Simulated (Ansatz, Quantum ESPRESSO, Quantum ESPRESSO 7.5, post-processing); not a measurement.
# vacuum gap of 4.5 Å between two V(110) faces: ballistic transmission

How well does the junction conduct in the ballistic limit? It is: vacuum gap of 4.5 Å between two V(110) faces.

Method: plane-wave DFT, PBE, GBRV ultrasoft pseudopotentials (cross-check by Ansatz 0.2.0 with PAW datasets), in Quantum ESPRESSO 7.5.

This is a report of a sequence of runs, with most program output left out.

### 1. The starting structure

The cell holds 16 atoms: 16 V. Cell: a = 2.990 Å, b = 2.589 Å, c = 36.214 Å, α = 90.0°, β = 90.0°, γ = 54.7°. It derives from V. Regions: left lead, 8 atoms (8 V); right lead, 8 atoms (8 V). The structure is stacked along c, and the current runs across the ab planes.

This run has no spin polarisation, although V can carry a moment. A spin-polarised state was not tried and may lie lower.

### 2. Self-consistent run

One periodic cell holds a stretch of lead, the junction and more lead; the atoms stay as built.

scf.in reads:

```
&control
  prefix = 'scf'
  outdir = './out'
  pseudo_dir = './pseudo'
  calculation = 'scf'
  tprnfor = .true.
/
&system
  ibrav = 0
  nat = 16
  ntyp = 1
  ecutwfc = 40
  ecutrho = 200
  occupations = 'smearing'
  smearing = 'mv'
  degauss = 0.01
/
&electrons
  conv_thr = 1e-07
  mixing_beta = 0.25
  electron_maxstep = 120
  mixing_mode = 'local-TF'
/
ATOMIC_SPECIES
  V   50.9415  v_pbe_v1.4.uspp.F.UPF
CELL_PARAMETERS angstrom
  2.99000000000000 0.00000000000000 0.00000000000000
  1.49500000000000 2.11424927574778 0.00000000000000
  0.00000000000000 0.00000000000000 36.21373913621666
ATOMIC_POSITIONS crystal
  V   0.000000000000 0.000000000000 0.000000000000
  V   0.500000000000 0.000000000000 0.058382517966
  V   0.000000000000 0.000000000000 0.116765035933
  V   0.500000000000 0.000000000000 0.175147553899
  V   0.000000000000 0.000000000000 0.233530071865
  V   0.500000000000 0.000000000000 0.291912589832
  V   0.000000000000 0.000000000000 0.350295107798
  V   0.500000000000 0.000000000000 0.408677625764
  V   0.000000000000 0.000000000000 0.532939856269
  V   0.500000000000 0.000000000000 0.591322374236
  V   0.000000000000 0.000000000000 0.649704892202
  V   0.500000000000 0.000000000000 0.708087410168
  V   0.000000000000 0.000000000000 0.766469928135
  V   0.500000000000 0.000000000000 0.824852446101
  V   0.000000000000 0.000000000000 0.883234964067
  V   0.500000000000 0.000000000000 0.941617482034
K_POINTS automatic
  10 11 1 0 0 0
```

The run is started by

```bash
$ OMP_NUM_THREADS=1 mpirun -n 4 pw.x -nk 4 -in scf.in > scf.out
```

It took 8.4 min on 4 MPI ranks of Arm Neoverse V2, shared host; peak memory 1.5 GiB.

This step gave:

- free energy: -31579.6648 eV
- Fermi energy: 15.44 eV

The program's own clock; routines nest. Time by routine:

```
     routine  wall time (s)   calls
       PWSCF            505       1
   electrons          488.9       1
     c_bands          437.8      18
     cegterg          394.1     252
       h_psi          210.7    1054
        fftw          130.6  176640
    vloc_psi          119.1    1054
      calbec          67.95    1362
    sum_band           47.9      18
  add_vuspsi           44.9    1054
       s_psi          44.88    1054
h_psi:calbec          44.69    1054
     cdiaghg          17.93    1040
    init_run          11.22       1
```

The run needed 18 iterations to bring the estimated error under 1e-07 Ry; the largest force on any atom, held or free, is 0.26 eV/Å.

### 3. The open system

prefixt takes both regions from one run: the lead from 0 to bdl, the scattering region from bdl to bds (units of alat). ikind = 1 puts the same lead on both sides. The program's T_tot counts both spins in a run without spin; the tables below give T per spin.

cond.in reads:

```
&inputcond
  outdir = './out'
  prefixt = 'scf'
  tran_file = 'cond.dat'
  bdl = 1.4142135619
  bds = 12.1116184415
  ikind = 1
  ewind = 4.0
  epsproj = 1e-05
  nz1 = 7
  energy0 = 0.4
  denergy = -0.4
/
21
  0.00000000 0.00000000 0.01562500
  0.00000000 0.12500000 0.03125000
  0.00000000 0.25000000 0.03125000
  0.00000000 0.37500000 0.03125000
  0.00000000 0.50000000 0.01562500
  0.12500000 0.00000000 0.06250000
  0.12500000 0.25000000 0.06250000
  0.12500000 0.37500000 0.06250000
  0.12500000 0.50000000 0.06250000
  0.25000000 0.00000000 0.06250000
  0.25000000 0.12500000 0.03125000
  0.25000000 0.37500000 0.06250000
  0.25000000 0.50000000 0.06250000
  0.25000000 0.62500000 0.03125000
  0.37500000 0.00000000 0.06250000
  0.37500000 0.12500000 0.06250000
  0.37500000 0.50000000 0.06250000
  0.37500000 0.62500000 0.06250000
  0.50000000 0.00000000 0.03125000
  0.50000000 0.12500000 0.06250000
  0.50000000 0.25000000 0.03125000
3
```

The run is started by

```bash
$ OMP_NUM_THREADS=1 mpirun -n 4 pwcond.x -in cond.in > cond.out
```

Wall time 55 s (4 MPI ranks); peak memory 0.24 GiB.

Numbers from this step:

| Quantity | Value |
| --- | --- |
| lead channels at the Fermi level, one spin | 1.703 |
| transmission at the Fermi level, one spin | 0.2674 |
| conductance | 0.2674 G₀ |

Per spin; mean over the k mesh across the current. Open channels, zone mean against energy, zero at the Fermi level:

```
energy (eV)  open channels, zone mean
     -0.400                      1.39
      0.000                      1.70
      0.400                      1.05
```

Per spin; mean over the k mesh across the current. The transmission, zone mean by energy, zero at the Fermi level:

```
energy (eV)  transmission, zone mean
     -0.400                    0.239
      0.000                    0.267
      0.400                    0.161
```

At 0.000 eV; k in fractions of b1, b2. Transmission by k point:

```
   k1     k2   weight         t  channels
    0      0  0.01562    0.9136         3
    0  0.125  0.03125   0.05317         3
    0   0.25  0.03125   6.54e-5         1
    0  0.375  0.03125    0.0473         2
    0    0.5  0.01562   0.00842         2
0.125      0   0.0625    0.7494         3
0.125   0.25   0.0625    0.7091         2
0.125  0.375   0.0625     0.961         1
0.125    0.5   0.0625  0.008066         2
 0.25      0   0.0625         0         0
 0.25  0.125  0.03125     0.712         3
 0.25  0.375   0.0625         0         0
 0.25    0.5   0.0625    0.2729         1
 0.25  0.625  0.03125   0.01746         2
0.375      0   0.0625    0.3801         2
0.375  0.125   0.0625     0.104         2
0.375    0.5   0.0625   0.07928         2
0.375  0.625   0.0625     0.156         1
  0.5      0  0.03125   0.06299         2
  0.5  0.125   0.0625    0.1206         3
  0.5   0.25  0.03125    0.1213         1
```

The program's own clock; routines nest. Time by routine:

```
     routine  wall time (s)  calls
      PWCOND          54.26      1
scatter_forw          45.96    126
       local           2.82     21
      compbs           2.49     63
    compbs_2            2.1     63
        init           0.69      1
       poten           0.04      1
```

The run is unpolarised; a magnetic state was not tried, may lie lower and would change T.

At no point does T exceed the number of channels.

### 4. The open system, with nz1 = 11

How much does a setting matter? One run is repeated with a change.

cond.w.in is the input of step 3 with these lines changed:

```diff
@@ -3,3 +3,3 @@
   prefixt = 'scf'
-  tran_file = 'cond.dat'
+  tran_file = 'cond.w.dat'
   bdl = 1.4142135619
@@ -9,3 +9,3 @@
   epsproj = 1e-05
-  nz1 = 7
+  nz1 = 11
   energy0 = 0.4
```

The run is started by

```bash
$ OMP_NUM_THREADS=1 mpirun -n 4 pwcond.x -in cond.w.in > cond.w.out
```

Run time: 64 s. Hardware: 4 MPI ranks; peak memory 0.25 GiB.

Beside the run it was changed from:

```
                                  quantity  this run  unchanged run  difference
 transmission at the Fermi level, one spin    0.2669         0.2674     -5.1e-4
lead channels at the Fermi level, one spin     1.703          1.703           0
                             wall time (s)        64             55
```

Over all energies T moves by up to 8.3e-4, at -0.4 eV.

The physical values in this table move by up to 0.19 %.

### 5. Cross-check with Ansatz

A second code with its own PAW datasets, on the same atoms.

Level of this step: plane-wave DFT, PBE, Ansatz PAW (Ansatz 0.2.0).

input.yaml reads:

```yaml
crystal:
  lattice:
    - [2.99, 0.0, 0.0]
    - [1.495, 2.1142492757, 0.0]
    - [0.0, 0.0, 36.2137391362]
  atoms:
    - { symbol: V, position: [0.0, 0.0, 0.0] }
    - { symbol: V, position: [0.5, 0.0, 0.058382518] }
    - { symbol: V, position: [0.0, 0.0, 0.1167650359] }
    - { symbol: V, position: [0.5, 0.0, 0.1751475539] }
    - { symbol: V, position: [0.0, 0.0, 0.2335300719] }
    - { symbol: V, position: [0.5, 0.0, 0.2919125898] }
    - { symbol: V, position: [0.0, 0.0, 0.3502951078] }
    - { symbol: V, position: [0.5, 0.0, 0.4086776258] }
    - { symbol: V, position: [0.0, 0.0, 0.5329398563] }
    - { symbol: V, position: [0.5, 0.0, 0.5913223742] }
    - { symbol: V, position: [0.0, 0.0, 0.6497048922] }
    - { symbol: V, position: [0.5, 0.0, 0.7080874102] }
    - { symbol: V, position: [0.0, 0.0, 0.7664699281] }
    - { symbol: V, position: [0.5, 0.0, 0.8248524461] }
    - { symbol: V, position: [0.0, 0.0, 0.8832349641] }
    - { symbol: V, position: [0.5, 0.0, 0.941617482] }
kpoints:
  mp_grid: { grid: [10, 11, 1] }
hamiltonian:
  xc: pbe
scf:
  occupations: { method: fermi_dirac, width: 0.1 }
  convergence: { dr2_threshold: 1.0e-08 }
output:
  transmission: { leads: [[0, 2]], e_range: [-0.4, 0.4], de: 0.4, kmesh: [8, 8] }
  write_potential: true
  write_density: true
  volumetric_format: npy
```

The run is started by

```bash
$ ansatz run input.yaml --threads 4 --pin off --max-ram 8192MiB --backend cpu --events-out ev --progress --plain --runs-dir out
```

Elapsed: 36 s, on 4 threads; peak memory 1.6 GiB; 2.3 min of CPU time.

Read from the output:

| Quantity | Value |
| --- | --- |
| free energy | -46597.2675 eV |
| energy at zero smearing | -46596.8073 eV |
| smearing term TS | 0.9204 eV |
| Fermi energy | 15.40 eV |
| symmetry operations | 4 |
| transmission at the Fermi level, one spin | 0.2659 |
| lead channels at the Fermi level, one spin | 1.828 |
| step of the lead's Hamiltonian over a period | 2.1 meV |

Per spin; mean over the k mesh across the current. Transmission, zone mean against energy, zero at the Fermi level:

```
energy (eV)  transmission, zone mean
     -0.400                    0.255
      0.000                    0.266
      0.400                    0.166
```

Per spin; mean over the k mesh across the current. Open channels, zone mean against energy, zero at the Fermi level:

```
energy (eV)  open channels, zone mean
     -0.400                      1.39
      0.000                      1.83
      0.400                      1.05
```

Ansatz finds T = 0.266 against pwcond's 0.267.

### 6. All levels side by side

All levels:

```
                   step  T at the Fermi level (per spin)  conductance (G0)  r.m.s. T(E) from the first  CPU time of the step (s)  peak memory (GiB)
                 Ansatz                           0.2659                 -                           0                     137.6               1.65
                 pwcond                           0.2674            0.2674                    0.009668                     218.8               0.24
pwcond, changed setting                           0.2669            0.2669                     0.00915                     257.1               0.25
```

Per spin; mean over the k mesh across the current. Transmission, zone mean against energy, zero at the Fermi level:

```
energy (eV)  Ansatz  pwcond  pwcond, changed setting
     -0.400   0.255   0.239                    0.240
      0.000   0.266   0.267                    0.267
      0.400   0.166   0.161                    0.162
```

### 7. By hand

The Landauer sum over the mesh, Σ w T = 0.0625 × 0.961 + 0.0625 × 0.749 + 0.0625 × 0.709 + … = 0.2674.

G = 0.267 × 77.48 µS = 20.7 µS a cell. Times the area of 6.322 Å², the resistance-area product is A/G = 3.05 fΩ m², the leads' contact resistance included.

### 8. Summary of results

| Quantity | Value |
| --- | --- |
| conductance from T at the Fermi level, a cell (G₀ = 2e²/h) | 0.267 G₀ |
| conductance per area | 328 S/μm² |
| lead channels per spin | 1.70 |
| the same conductance by Ansatz | 0.266 G₀ |

In words: The junction conducts 0.267 G₀ a cell at the Fermi level (PBE, GBRV ultrasoft). At the Fermi level the junction passes 16 % of what the leads offer. At the Fermi level pwcond and Ansatz differ by 0.55 %, a close match. Points with over 2.5 times the mean carry 70 % of T, so the mean leans on few points, and the mesh was not tested. Over -0.4 to 0.4 eV, T lies between 0.16 and 0.27 per spin. The geometry is as built, not relaxed, and the leads are short. Semilocal functionals lack the image potential in a vacuum gap. The runs have no spin polarisation, although V can carry a moment.

[Logs are printed without paths, hosts, clocks, repeated set-up lines and the standing remarks that a program may print on its own settings, such as how far it seeks lower states.]

[Hosts, paths, dates, database ids (printed as entryN), source tags and the programs' standing remarks are cut or masked in the printed files.]

[Maps of the electrostatic potential energy from Ansatz leave out the sawtooth potential of an applied field or a dipole correction, so their vacuum need not be flat; planar profiles and work functions include it.]
